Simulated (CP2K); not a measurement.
The C K edge of ethyl formate was computed by TDDFT (CP2K XAS_TDP, aug-cc-pVDZ, TDA) at these levels: PBE0, PBEh(45%) and PBEh(45%) + GW2X. The first three lines of C1 (bonded to C and 3 H) with a strength over 0.0015, energy in eV and strength:

```
run           first          second           third
  1  283.81 (0.006)  284.58 (0.021)  284.61 (0.019)
  2  290.33 (0.006)  291.10 (0.020)  291.12 (0.019)
  3  277.36 (0.003)  278.12 (0.006)  278.17 (0.008)
```

Which run is which?

Run 1: PBEh(45%) (45 % exact exchange). Run 2: PBEh(45%) + GW2X (45 % exact exchange). Run 3: PBE0 (25 % exact exchange). Self-interaction lifts the core level, so the uncorrected lines rise with the share of exact exchange. The GW2X run keeps the spacings of its parent: 0.77 eV between the first two lines in run 2, 0.77 eV in run 1. Its shift is +6.52 eV, since the Kohn–Sham level at this share of exchange lies that far above the quasiparticle level.

[Banner, clock and machine lines of the logs are left out without a mark of their own.]

[Logs are printed without paths, hosts, clocks, repeated set-up lines and the standing remarks that a program may print on its own settings, such as how far it seeks lower states.]

[Hosts, paths, dates, database ids (printed as entryN), source tags and the programs' standing remarks are cut or masked in the printed files.]
